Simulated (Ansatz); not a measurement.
## Ba on Ir(111): change of the work function: the clean slab

Ansatz 0.2.0; plane-wave DFT, PBEsol, Ansatz PAW.

Contents of input.yaml:

```yaml
crystal:
  lattice:
    - [2.7152900398, 0.0, 0.0]
    - [1.3576450199, 2.3515101531, 0.0]
    - [0.0, 0.0, 24.6510751011]
  atoms:
    - { symbol: Ir, position: [0.0, 0.0, 0.3650956383] }
    - { symbol: Ir, position: [0.3333333333, 0.3333333333, 0.4550318794] }
    - { symbol: Ir, position: [0.6666666667, 0.6666666667, 0.5449681206] }
    - { symbol: Ir, position: [0.0, 0.0, 0.6349043617] }
kpoints:
  mp_grid: { grid: [13, 13, 1] }
hamiltonian:
  xc: pbesol
scf:
  occupations: { method: fermi_dirac, width: 0.1 }
  convergence: { dr2_threshold: 1.0e-08 }
efield:
  axis: 3
  dipole_correction: true
  ramp_position: 0.97
  ramp_width: 0.06
relax:
  f_tol: 0.02
  max_steps: 60
  constraints: [{ sites: [0, 1] }]
output:
  write_potential: true
  write_density: true
  volumetric_format: npy
```

Command:

```
$ ansatz run input.yaml --threads 4 --pin off --max-ram 12288MiB --backend cpu --events-out ev --progress --plain --runs-dir out
```

**Question.** What does this run give for the work function, upper face; work function, lower face; and electron's electrostatic potential energy less the Fermi level against z?

In the vacuum the potential turns flat, and its height over the Fermi level, 5.63 eV, is the work function of the face beside that plateau.

Forces are held to the 6 operations that the run works with; a distortion that breaks them can't arise in this run.

Relaxation path:

```
step  energy less that of the first step (eV)  largest force component (eV/Å)
   1                                   0.0000                          0.5906
   2                                   0.0126                          0.9144
   3                                  -0.0260                          0.0579
   4                                  -0.0261                          0.0130
```

Relaxation step 2 was tried and not accepted.

The atoms that moved most (Å):

```
atom     dx     dy      dz  length
 Ir4  0.000  0.000  -0.091   0.091
 Ir3  0.000  0.000  -0.042   0.042
```

Final coordinates:

```cif
data_structure
_symmetry_space_group_name_H-M 'P 1'
_symmetry_Int_Tables_number 1
_cell_length_a 2.7153
_cell_length_b 2.7153
_cell_length_c 24.6511
_cell_angle_alpha 90.000
_cell_angle_beta 90.000
_cell_angle_gamma 60.000
_cell_volume 157.40
loop_
_atom_site_label
_atom_site_type_symbol
_atom_site_fract_x
_atom_site_fract_y
_atom_site_fract_z
_atom_site_occupancy
Ir1 Ir 0.00000 0.00000 0.36510 1
Ir2 Ir 0.33333 0.33333 0.45503 1
Ir3 Ir 0.66667 0.66667 0.54328 1
Ir4 Ir 0.00000 0.00000 0.63120 1
```

Numbers from this step:

| Item | Value |
| --- | --- |
| work function, upper face | 5.599 eV |
| work function, lower face | 5.629 eV |
| dipole along the normal | 0.001045 e·Å |
| step between the vacuum levels | -0.02961 eV |

Running mean over 2.217 Å of the planar mean; the ramp of the sawtooth is left out. Electron's electrostatic potential energy less the Fermi level against z:

z (Å), electron's electrostatic potential energy less the Fermi level (eV) and a bar from the least value:
```
      3.5        5.6 ##############################
      4.0        5.6 ##############################
      4.5        5.6 ##############################
      5.0        5.6 ##############################
      5.5        5.6 ##############################
      6.0        5.6 ##############################
      6.5        5.3 ##############################
      7.0        4.4 ############################
      7.5        0.9 #######################
      8.0       -5.4 #############
      8.5      -10.7 #####
      9.0      -12.6 ##
      9.5      -13.0 ##
     10.0      -13.2 #
     10.5      -13.3 #
     11.0      -13.5 #
     11.5      -13.7 #
     12.0      -14.0 
     12.5      -14.0 
     13.0      -13.8 
     13.5      -13.7 #
     14.0      -13.9 
     14.5      -13.9 
     15.0      -13.5 #
     15.5      -12.8 ##
     16.0      -11.2 ####
     16.5       -6.2 ############
     17.0        0.2 ######################
     17.5        4.2 ############################
     18.0        5.2 #############################
     18.5        5.5 ##############################
     19.0        5.6 ##############################
     19.5        5.6 ##############################
     20.0        5.6 ##############################
     20.5        5.6 ##############################
     21.0        5.6 ##############################
     21.5        5.6 ##############################
```

[Logs are printed without paths, hosts, clocks, repeated set-up lines and the standing remarks that a program may print on its own settings, such as how far it seeks lower states.]

[Hosts, paths, dates, database ids (printed as entryN), source tags and the programs' standing remarks are cut or masked in the printed files.]

[Maps of the electrostatic potential energy from Ansatz leave out the sawtooth potential of an applied field or a dipole correction, so their vacuum need not be flat; planar profiles and work functions include it.]
